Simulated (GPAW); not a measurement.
**free-standing square Mo monolayer, spacing 3.288 A: one coupling from two orders, and a test**

Aim: get Heisenberg couplings of free-standing square Mo monolayer, spacing 3.288 A from the energies of collinear orders, with pencil and paper, and test them on an order left out of the fit.

Calculated with GPAW 26.7.0; LDA; plane waves with GPAW's PAW setups, scalar-relativistic.

**1. Set-up**

The cell holds 1 atom: 1 Mo. Its edges and angles: a = 3.288 Å, b = 3.288 Å, c = 14.000 Å, α = 90.0°, β = 90.0°, γ = 90.0°. model lattice. Vacuum lies along c.

As a file:

```
Mo
1.0
     3.28800    0.00000    0.00000
     0.00000    3.28800    0.00000
     0.00000    0.00000   14.00000
Mo
1
Cartesian
  0.0000 0.0000 7.0000
```

**2. The parallel order**

All energies count from this run.

Contents of order1.py:

```python
import json
import numpy as np
from ase import Atoms
from ase.parallel import paropen, parprint
from gpaw import GPAW

atoms = Atoms(['Mo'],
    cell=[[3.288, 0.0, 0.0],
         [0.0, 3.288, 0.0],
         [0.0, 0.0, 14.0]],
    scaled_positions=[[0.0, 0.0, 0.5]],
    pbc=True,
    magmoms=[1.0])
atoms.calc = GPAW(mode={'name': 'pw', 'ecut': 550},
    xc='LDA',
    kpts={'size': (8, 8, 1), 'gamma': True},
    occupations={'name': 'fermi-dirac', 'width': 0.05},
    convergence={'density': 1e-05, 'energy': 1e-05},
    maxiter=200,
    txt='order1.txt')
e = atoms.get_potential_energy(force_consistent=True)
res = {'free_energy': e, 'energy_sigma0': atoms.get_potential_energy(), 'fermi_energy': atoms.calc.get_fermi_level()}
res['moments'] = atoms.get_magnetic_moments().tolist()
res['total'] = atoms.get_magnetic_moment()
parprint('site moments (muB):', np.round(res['moments'], 3))
parprint(f"total moment: {res['total']:.3f} muB")
parprint(f'free energy: {e:.6f} eV')
atoms.calc.write('order1.gpw')
n = atoms.calc.get_pseudo_density()
up, down = (atoms.calc.get_pseudo_density(spin=i) for i in (0, 1))
np.savez('grids.npz', density=n, spin=up - down)
with paropen('results.json', 'w') as f:
    json.dump(res, f)
```

Run with:

```bash
OMP_NUM_THREADS=1 python3 order1.py > order1.log
```

Log:

```text
site moments (muB): [2.752]
total moment: 3.726 muB
free energy: -6.292415 eV

--- order1.txt ---
Input parameters:
  mode=PW(ecut=550),
  convergence={'density': 1e-05, 'energy': 1e-05},
  kpts=MonkhorstPack(size=(8, 8, 1), gamma=True),
  maxiter=200,
  occupations=Occupations(name='fermi-dirac', width=0.05),
  xc=XC(name='LDA')

Diagonalizing LCAO Hamiltonian
Converting LCAO to pw mode
   .-------.
  /|       |
[...]
|          3 |       -38.088 |     1.000 |       -36.085 |     1.000 |
|          4 |        -6.166 |     1.000 |        -5.043 |     1.000 |
[...]
|          9 |        -1.857 |     0.000 |        -0.362 |     0.000 |
|         10 |        -1.678 |     0.000 |        -0.117 |     0.000 |
|         11 |         1.568 |     0.000 |         1.776 |     0.000 |
|         12 |         2.671 |     0.000 |         2.913 |     0.000 |

No gap
No difference between direct/indirect transitions


[key lines of the parts left out:]
Free energy:      -6.292415
Converged in 21 steps
dipole moment: (-12.159895, -12.159895, 0.000002)  # |e|*Ang
Fermi level: -2.594
```

It took 56 s on 1 MPI rank of AMD EPYC 7R43, shared host; peak memory 0.22 GiB.

Spin moment in the augmentation sphere by atom:

| atom | spin moment in the augmentation sphere (μB) |
| --- | --- |
| Mo1 | 2.75 |

Numbers from this step:

- magnetization: 3.726 μB
- final state: ferromagnetic

After 21 cycles the largest moment stands at 2.75 μB.

**3. The orders used for the fit**

The other orders were run with the same settings, on meshes that hold the same points. Free energies (smearing 0.05 eV, its entropy term included) are divided by the number of Mo atoms; q is in fractions of the reciprocal vectors of the first run's cell.

| order | atoms | mesh | free energy (eV) | eV per Mo | largest moment (μB) |
| --- | --- | --- | --- | --- | --- |
| F + | 1 | 8×8×1 | -6.2924 | -6.2924 | 2.75 |
| AF q=(0,1/2,0) +- | 2 | 8×4×1 | -13.1084 | -6.5542 | 3.04 |

**4. Counting neighbours**

With E = −Σ J e_i·e_j over ordered pairs of unit vectors, turning a neighbour from parallel to opposed costs 2J a Mo atom. So an order lies 2 Σ n J over the parallel one, n being the opposed neighbours in each shell.

| shell | distance (Å) | neighbours | opposed in AF q=(0,1/2,0) +- | opposed in AF q=(1/2,1/2,0) +- |
| --- | --- | --- | --- | --- |
| J1 | 3.29 | 4 | 2 | 4 |
| J2 | 4.65 | 4 | 4 | 0 |

Only J1 is kept.

**5. Solving**

```
2 × 2 × J1 = -261.80 meV    (AF q=(0,1/2,0) +-)
J1 = -65.45 meV
```

**6. The test**

The couplings now give the orders that were left out:

```
2 × 4 × (-65.45) = -523.60 meV    (AF q=(1/2,1/2,0) +-)
```

The runs themselves:

| order | atoms | mesh | free energy (eV) | eV per Mo | largest moment (μB) | over the parallel order (meV) | foretold (meV) |
| --- | --- | --- | --- | --- | --- | --- | --- |
| AF q=(1/2,1/2,0) +- | 2 | 4×8×1 | -13.5363 | -6.7682 | 3.14 | -475.76 | -523.60 |

**7. One more shell**

The miss asks for the next shell, which takes one more order into the fit and leaves none for a test.

```
2 × 2 × J1 + 2 × 4 × J2 = -261.80 meV    (AF q=(0,1/2,0) +-)
2 × 4 × J1 = -475.76 meV    (AF q=(1/2,1/2,0) +-)
J1 = -59.47 meV
J2 = -2.99 meV
```

**8. What came out**

| Property | Result |
| --- | --- |
| J1 (Mo–Mo at 3.29 Å) | -65.5 meV |
| largest miss on the orders left out | 48 meV |
| J1 with 2 shells | -59.5 meV |
| J2 with 2 shells | -2.99 meV |

The model misses the order left out by 48 meV, 10 % of the span of the orders, so it holds only roughly. With the next shell added the couplings are J1 = -59.47 and J2 = -2.99 meV, untested. The first dropped shell that the test feels is J2 at 4.65 Å. The site moments spread by 12 % over the orders, so moments are not rigid and part of the miss lies outside a spin model. In a metal couplings reach far, and the mesh was not tested. The couplings are effective ones: further shells with opposed neighbours are folded into them or show in the miss. No mean-field temperature is given: it needs a model that holds, an unfrustrated order and couplings in all three dimensions.

[Logs and program files are shortened in this print: banners, set-up blocks, solver, clock and traceback lines can be left out without a mark of their own.]

[Logs are printed without paths, hosts, clocks, repeated set-up lines and the standing remarks that a program may print on its own settings, such as how far it seeks lower states.]

[Hosts, paths, dates, database ids (printed as entryN), source tags and the programs' standing remarks are cut or masked in the printed files.]

[Where a cell is said to come from a database of computed structures, the database is the Materials Project.]
